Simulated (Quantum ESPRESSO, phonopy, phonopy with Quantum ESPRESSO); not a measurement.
# C (Fd-3m): a volume series of phonon spectra, part 7 of 7

Aim: how the vibrations of C shift with volume, and the expansion that follows.

What experiment has found for this phase:
- volume expansion coefficient 3.5 1e-6/K and bulk modulus 442 GPa near room temperature (given in “High-Throughput Prediction of Finite-Temperature Properties using the Quasi-Harmonic Approximation”, 2016, arXiv:1603.06924)

Quantum ESPRESSO 7.5; DFT PBE, scalar-relativistic, plane waves, GBRV ultrasoft pseudopotentials.

So far. Step 18 (Lattice dynamics at this volume, V/V0 0.97): The time given is that of the one pw.x run on a displaced cell behind this step. Step 19 (Ground state at this cell, V/V0 1.05): The run ends at a pressure of -19.30 GPa.

### Step 20. Forces on a displaced cell

One atom (for the harmonic constants) or a pair of atoms (for the cubic ones) is moved by a few hundredths of an ångström; the forces on all atoms give a column of force constants. The threshold is tight because the forces are small.

System of this step: C. The cell holds 54 atoms: 54 C. Its edges and angles: a = 7.699 Å, b = 7.699 Å, c = 7.699 Å, α = 60.0°, β = 60.0°, γ = 60.0°. It derives from C, repeated 3×3×3.

Input file disp-00001.in:

```
&CONTROL
  calculation = 'scf'
  prefix      = 'x'
  outdir      = './tmp'
  pseudo_dir  = './pseudo'
  tprnfor     = .true.
  disk_io     = 'none'
/
&SYSTEM
  ibrav       = 0
  nat         = 54
  ntyp        = 1
  ecutwfc     = 45.0
  ecutrho     = 270.0
  occupations = 'fixed'
  nbnd        = 110
/
&ELECTRONS
  conv_thr         = 1.0d-11
  mixing_beta      = 0.7
  electron_maxstep = 100
/
ATOMIC_SPECIES
 C      12.0110  C.upf
CELL_PARAMETERS angstrom
     0.000000000    5.444149949    5.444149949
     5.444149949    0.000000000    5.444149949
     5.444149949    5.444149949    0.000000000
ATOMIC_POSITIONS crystal
 C      0.002597676   0.000000000   0.000000000
 C      0.333333333   0.000000000   0.000000000
 C      0.666666667   0.000000000   0.000000000
 C      0.000000000   0.333333333   0.000000000
 C      0.333333333   0.333333333   0.000000000
 C      0.666666667   0.333333333   0.000000000
 C      0.000000000   0.666666667   0.000000000
 C      0.333333333   0.666666667   0.000000000
 C      0.666666667   0.666666667   0.000000000
 C      0.000000000   0.000000000   0.333333333
 C      0.333333333   0.000000000   0.333333333
 C      0.666666667   0.000000000   0.333333333
 C      0.000000000   0.333333333   0.333333333
 C      0.333333333   0.333333333   0.333333333
 C      0.666666667   0.333333333   0.333333333
 C      0.000000000   0.666666667   0.333333333
 C      0.333333333   0.666666667   0.333333333
 C      0.666666667   0.666666667   0.333333333
 C      0.000000000   0.000000000   0.666666667
 C      0.333333333   0.000000000   0.666666667
 C      0.666666667   0.000000000   0.666666667
 C      0.000000000   0.333333333   0.666666667
 C      0.333333333   0.333333333   0.666666667
 C      0.666666667   0.333333333   0.666666667
 C      0.000000000   0.666666667   0.666666667
 C      0.333333333   0.666666667   0.666666667
 C      0.666666667   0.666666667   0.666666667
 C      0.083333333   0.083333333   0.083333333
 C      0.416666667   0.083333333   0.083333333
 C      0.750000000   0.083333333   0.083333333
 C      0.083333333   0.416666667   0.083333333
 C      0.416666667   0.416666667   0.083333333
 C      0.750000000   0.416666667   0.083333333
 C      0.083333333   0.750000000   0.083333333
 C      0.416666667   0.750000000   0.083333333
 C      0.750000000   0.750000000   0.083333333
 C      0.083333333   0.083333333   0.416666667
 C      0.416666667   0.083333333   0.416666667
 C      0.750000000   0.083333333   0.416666667
 C      0.083333333   0.416666667   0.416666667
 C      0.416666667   0.416666667   0.416666667
 C      0.750000000   0.416666667   0.416666667
 C      0.083333333   0.750000000   0.416666667
 C      0.416666667   0.750000000   0.416666667
 C      0.750000000   0.750000000   0.416666667
 C      0.083333333   0.083333333   0.750000000
 C      0.416666667   0.083333333   0.750000000
 C      0.750000000   0.083333333   0.750000000
 C      0.083333333   0.416666667   0.750000000
 C      0.416666667   0.416666667   0.750000000
 C      0.750000000   0.416666667   0.750000000
 C      0.083333333   0.750000000   0.750000000
 C      0.416666667   0.750000000   0.750000000
 C      0.750000000   0.750000000   0.750000000
K_POINTS automatic
 3 3 3 0 0 0
```

The run is started by

```sh
OMP_NUM_THREADS=1 mpirun -n 4 pw.x -nk 4 -in disp-00001.in > disp-00001.out
```

The log of the run:

```text
[banner, memory and clock lines left out]
Program PWSCF v.7.5

     Message from routine setup:
     using ibrav=0 with symmetry is DISCOURAGED, use correct ibrav instead

     G-vector sticks info

     bravais-lattice index     =            0
     lattice parameter (alat)  =      14.5494  a.u.
     unit-cell volume          =    2177.7942 (a.u.)^3
     number of atoms/cell      =           54
     number of atomic types    =            1
     number of electrons       =       216.00
[...]
atom    1 type  1   force =    -0.00064833   -0.02209719   -0.02209719
     atom    2 type  1   force =     0.00067543    0.00166427    0.00166427
     atom    3 type  1   force =    -0.00067117    0.00159115    0.00159115
[...]
atom   53 type  1   force =     0.00009672   -0.00007194   -0.00007194
     atom   54 type  1   force =    -0.00000014   -0.00002966   -0.00002966

     Total force =     0.034472     Total SCF correction =     0.000002
     Message from routine punch:
     Nothing written, as per user request (disk_io='none')
[key lines of the parts left out:]
!    total energy              =    -619.89487771 Ry
convergence has been achieved in  14 iterations
```

Run time: 2.8 min. Hardware: 4 MPI ranks of Arm Neoverse V2, shared host; 11 min of CPU time.

### Step 21. Phonons, V/V0 1.05

This step: DFT PBE, scalar-relativistic, plane waves, GBRV ultrasoft pseudopotentials (phonopy with Quantum ESPRESSO 4.10.0 / 7.5).

Elapsed: 2.8 min, on 4 threads.

Phonopy, no LO-TO term. Phonon branches along the path, in cm⁻¹:

| point | branch 1 | branch 2 | branch 3 | branch 4 | branch 5 | branch 6 |
| --- | --- | --- | --- | --- | --- | --- |
| Γ | 0 | 0 | 0 | 1233 | 1233 | 1233 |
| halfway | 504 | 504 | 716 | 1142 | 1142 | 1255 |
| X | 784 | 784 | 962 | 962 | 1138 | 1138 |
| halfway | 774 | 830 | 952 | 972 | 1104 | 1146 |
| U | 742 | 929 | 936 | 1000 | 1013 | 1159 |
| jump to K | 742 | 929 | 937 | 1000 | 1013 | 1159 |
| halfway | 474 | 549 | 720 | 1152 | 1174 | 1221 |
| Γ | 0 | 0 | 0 | 1233 | 1233 | 1233 |
| halfway | 391 | 391 | 655 | 1181 | 1181 | 1245 |
| L | 550 | 550 | 948 | 1121 | 1121 | 1227 |
| halfway | 660 | 756 | 938 | 1053 | 1134 | 1147 |
| W | 857 | 857 | 959 | 959 | 1087 | 1087 |
| halfway | 818 | 818 | 961 | 961 | 1115 | 1115 |
| X | 784 | 784 | 962 | 962 | 1138 | 1138 |

The phonon branches as a text plot (rows in cm⁻¹):

```
   1229 |**********             *********************
   1176 |    *     **    **********        ****      *
   1124 |     **     ****   ****               ***********   ****
   1072 |       ** **   *   **                       ** *****
   1020 |         *      ***                           *
    967 |         ********                       ****   *********
    915 |                ***                    *    *** *
    863 |       **      *   **                 *        * ***
    810 |            ***    ****                       * *   ****
    758 |          ** *****                  **       * *
    706 |     **  *        *    *                    * *
    654 |                   ****            *         *
    601 |       **               **                 **
    549 |    *                ***               ****
    497 |     **                *          *   *
    445 |                        **          **
    392 |  ***                   ****       *
    340 |                                **
    288 |  **                      **      *
    235 |                          ***   **
    183 | *                             *
    131 | *                          *  *
     79 |
     26 |*                            **
         Γ           X  U|K            Γ         L        W     X
```

No mode is imaginary beyond numerical noise along the path. The highest zone-centre mode (no LO–TO term) moved by -4.7 % for a volume change of +5.0 %.

The time given is that of the one pw.x run on a displaced cell behind this step.

### Step 22. Mode Grüneisen parameters

This step: DFT PBE, scalar-relativistic, plane waves, GBRV ultrasoft pseudopotentials (phonopy 4.10.0).

Numbers from this step:

* share of modes with a negative Grüneisen parameter: 0

Mean Grüneisen, by row:

| T (K) | heat-capacity-weighted mean | root mean square |
| --- | --- | --- |
| 50 | 0.593 | 0.627 |
| 100 | 0.579 | 0.618 |
| 200 | 0.648 | 0.708 |
| 300 | 0.754 | 0.821 |
| 500 | 0.849 | 0.908 |
| 800 | 0.887 | 0.942 |

Mean mode Grueneisen parameter against wavenumber:

| wavenumber (cm⁻¹) | mean mode Grueneisen parameter |
| --- | --- |
| 22 | - |
| 66 | 0.473 |
| 110 | 0.52 |
| 154 | 0.666 |
| 197 | 0.599 |
| 241 | 0.579 |
| 285 | 0.589 |
| 329 | 0.625 |
| 373 | 0.573 |
| 417 | 0.576 |
| 461 | 0.569 |
| 504 | 0.533 |
| 548 | 0.496 |
| 592 | 0.526 |
| 636 | 0.522 |
| 680 | 0.585 |
| 724 | 0.598 |
| 768 | 0.614 |
| 812 | 0.701 |
| 855 | 0.808 |
| 899 | 0.894 |
| 943 | 1.01 |
| 987 | 1.16 |
| 1031 | 1.23 |
| 1075 | 1.22 |
| 1119 | 1.19 |
| 1162 | 1.15 |
| 1206 | 1.11 |
| 1250 | 0.955 |
| 1294 | 0.93 |

Volume series, by row:

```
 V/V0  V (Å³/atom)  pressure (GPa)  E - E0 (meV/atom)  gap (eV)  zero-point energy (meV/atom)  lowest on the path (cm⁻¹)  highest at Gamma without the LO-TO term (cm⁻¹)
 0.97        5.521           13.96              7.601     4.232                           185                        0.1                                            1334
0.985        5.606           6.738              1.944     4.197                         182.3                        0.1                                            1314
    1        5.692           0.008                  0     4.162                         179.6                        0.1                                            1294
1.015        5.777          -6.264               1.49     4.129                         177.1                        0.1                                            1275
 1.03        5.862          -12.11              6.239     4.095                         174.5                        0.1                                            1257
 1.05        5.976           -19.3              17.23     4.052                         171.2                        0.1                                            1233
```

Optical frequency at Gamma without the LO-TO term, mode 4 against V/V0:

```
  V/V0  optical frequency at Gamma without the LO-TO term, mode 4 (cm⁻¹)
0.9700                                                              1334
0.9850                                                              1314
1.0000                                                              1294
1.0150                                                              1275
1.0300                                                              1257
1.0500                                                              1233
```

Grüneisen at points, by row:

| point | branch | frequency (cm⁻¹) | mode Grüneisen parameter |
| --- | --- | --- | --- |
| Γ | 4 | 1294 | 0.99 |
| X | 1 | 796.7 | 0.3 |
| X | 3 | 1041 | 1.57 |
| X | 5 | 1190 | 0.92 |
| U | 1 | 752.8 | 0.29 |
| U | 2 | 970.1 | 0.65 |
| U | 3 | 989.6 | 1.24 |
| U | 4 | 1057 | 0.92 |
| U | 5 | 1075 | 1.45 |
| U | 6 | 1224 | 1.13 |
| K | 1 | 752.8 | 0.29 |
| K | 2 | 970.1 | 0.65 |
| K | 3 | 989.6 | 1.24 |
| K | 4 | 1057 | 0.92 |
| K | 5 | 1075 | 1.45 |
| K | 6 | 1224 | 1.13 |
| L | 1 | 557 | 0.25 |
| L | 3 | 1023 | 1.53 |
| L | 4 | 1190 | 1.2 |
| L | 6 | 1263 | 0.59 |
| W | 1 | 885.4 | 0.62 |
| W | 3 | 1008 | 1.01 |
| W | 5 | 1155 | 1.27 |

The printed pressures lie 0.28 GPa below −dE/dV of the same runs on average, in a series that spans 33 GPa: energy and stress disagree, as they do when the basis is incomplete, so the pressures are not converged.

### Step 23. Quasi-harmonic fit by phonopy

This step gave:

| Property | Result |
| --- | --- |
| volume expansion coefficient at 300 K | 3.45 1e-6/K |
| isothermal bulk modulus at 300 K | 421.1 GPa |
| C_P at 300 K | 6.541 J/mol-atom/K |
| Grüneisen parameter at 300 K | 0.771 |

Energy (each curve on its own zero) against volume; values in meV/atom:

```
volume (Å³/atom)  static  F at 0 K  F at 300 K  F at 1300 K
           5.521     7.6      14.3        14.4         20.6
           5.606    1.94      5.94        6.04         9.84
           5.692       0      1.35        1.39         2.77
           5.777    1.49      0.26        0.23        -0.83
           5.862    6.24      2.48        2.39        -1.12
           5.976    17.2      10.2        10.0         3.19
```

Phonopy-qha, vinet fit of F(V) at each temperature; no electronic free energy. Qha vinet, by row:

| T (K) | fitted volume (Å³/atom) | alpha_V (1e-6/K) | B_T (GPa) | C_P (J/mol-atom/K) | Grueneisen |
| --- | --- | --- | --- | --- | --- |
| 100 | 5.761 | 0.12 | 421.8 | 0.286 | 0.6456 |
| 150 | 5.762 | 0.47 | 421.8 | 1.093 | 0.6304 |
| 200 | 5.762 | 1.17 | 421.6 | 2.531 | 0.6738 |
| 250 | 5.762 | 2.2 | 421.4 | 4.43 | 0.7264 |
| 300 | 5.763 | 3.45 | 421.1 | 6.541 | 0.7707 |
| 350 | 5.764 | 4.76 | 420.5 | 8.649 | 0.8041 |
| 400 | 5.766 | 6.03 | 419.9 | 10.62 | 0.8288 |
| 450 | 5.768 | 7.19 | 419.2 | 12.38 | 0.8471 |
| 500 | 5.77 | 8.22 | 418.4 | 13.93 | 0.8609 |
| 550 | 5.772 | 9.13 | 417.6 | 15.28 | 0.8715 |
| 600 | 5.775 | 9.92 | 416.7 | 16.43 | 0.8798 |
| 650 | 5.778 | 10.61 | 415.8 | 17.42 | 0.8864 |
| 700 | 5.781 | 11.21 | 414.9 | 18.28 | 0.8917 |
| 750 | 5.785 | 11.73 | 413.9 | 19.02 | 0.8962 |
| 800 | 5.788 | 12.18 | 412.9 | 19.66 | 0.8999 |
| 850 | 5.792 | 12.58 | 412 | 20.21 | 0.9031 |
| 900 | 5.795 | 12.94 | 411 | 20.7 | 0.9059 |
| 950 | 5.799 | 13.25 | 409.9 | 21.13 | 0.9083 |
| 1000 | 5.803 | 13.54 | 408.9 | 21.51 | 0.9105 |
| 1050 | 5.807 | 13.79 | 407.9 | 21.84 | 0.9124 |
| 1100 | 5.811 | 14.02 | 406.9 | 22.14 | 0.9141 |
| 1150 | 5.815 | 14.23 | 405.8 | 22.41 | 0.9157 |
| 1200 | 5.819 | 14.42 | 404.8 | 22.65 | 0.9172 |
| 1250 | 5.824 | 14.59 | 403.7 | 22.87 | 0.9185 |

Table of volume expansion coefficient, phonopy-qha, Vinet by temperature:

| temperature (K) | volume expansion coefficient, phonopy-qha, Vinet (1e-6/K) |
| --- | --- |
| 75 | 0.05 |
| 125 | 0.26 |
| 150 | 0.47 |
| 200 | 1.17 |
| 250 | 2.2 |
| 275 | 2.81 |
| 325 | 4.11 |
| 375 | 5.41 |
| 400 | 6.03 |
| 450 | 7.19 |
| 500 | 8.22 |
| 525 | 8.69 |
| 575 | 9.54 |
| 625 | 10.3 |
| 650 | 10.6 |
| 700 | 11.2 |
| 725 | 11.5 |
| 775 | 12.0 |
| 825 | 12.4 |
| 850 | 12.6 |
| 900 | 12.9 |
| 950 | 13.2 |
| 975 | 13.4 |
| 1025 | 13.7 |
| 1075 | 13.9 |
| 1100 | 14.0 |
| 1150 | 14.2 |
| 1200 | 14.4 |
| 1225 | 14.5 |
| 1275 | 14.7 |

The fit gives a volume expansion of 3.45 × 10⁻⁶/K at 300 K.

### Step 24. Outcome

```
volume expansion coefficient at 300 K  : 3.45 1e-6/K
isothermal bulk modulus at 300 K       : 421.1 GPa
C_P at 300 K                           : 6.541 J/mol-atom/K
Grüneisen parameter at 300 K           : 0.771
mean mode Grüneisen parameter at 300 K : 0.754
```

What this shows: Near room temperature C expands by 3.45 × 10⁻⁶/K in volume by PBE, with C_P = 6.54 J/(mol K) per mole of atoms and B_T = 421 GPa. The q-mesh is coarse, and the expansion can converge slowly with it. C_P at room temperature is 26 % of the classical 3R an atom, so the stiffest modes are still partly frozen out. A measured volume expansion coefficient near room temperature is 3.5 1e-6/K (arXiv:1603.06924); the calculated 3.45 1e-6/K differs by -1 %. A measured bulk modulus near room temperature is 442 GPa (arXiv:1603.06924); the calculated 421 GPa differs by -5 %. The table does not say whether its value is isothermal or adiabatic. The heat-capacity-weighted Grüneisen parameter goes from 0.593 at 50 K to 0.887 at 800 K. Weighting γ by the density of states and each mode's heat capacity at 300 K, modes below 440 cm⁻¹ give about 8 % of the sum of γC that drives the expansion, those up to 890 cm⁻¹ 44 % and the rest 48 %. Among the labelled points γ is largest for branch 3 at X (1041 cm⁻¹, 1.6) and smallest for branch 1 at L (557 cm⁻¹, 0.25). The supercell is small: only its own wavevectors are exact, and branches between them are interpolated and can be misplaced. The printed pressures lie 0.28 GPa below −dE/dV of the same runs on average, in a series that spans 33 GPa: energy and stress disagree, as they do when the basis is incomplete, so the pressures are not converged.

[Logs are printed without paths, hosts, clocks, repeated set-up lines and the standing remarks that a program may print on its own settings, such as how far it seeks lower states.]

[Hosts, paths, dates, database ids (printed as entryN), source tags and the programs' standing remarks are cut or masked in the printed files.]

[A step with changed settings may run another functional than the one named; its input shows which.]

[Of the runs on displaced cells, only some may be shown.]
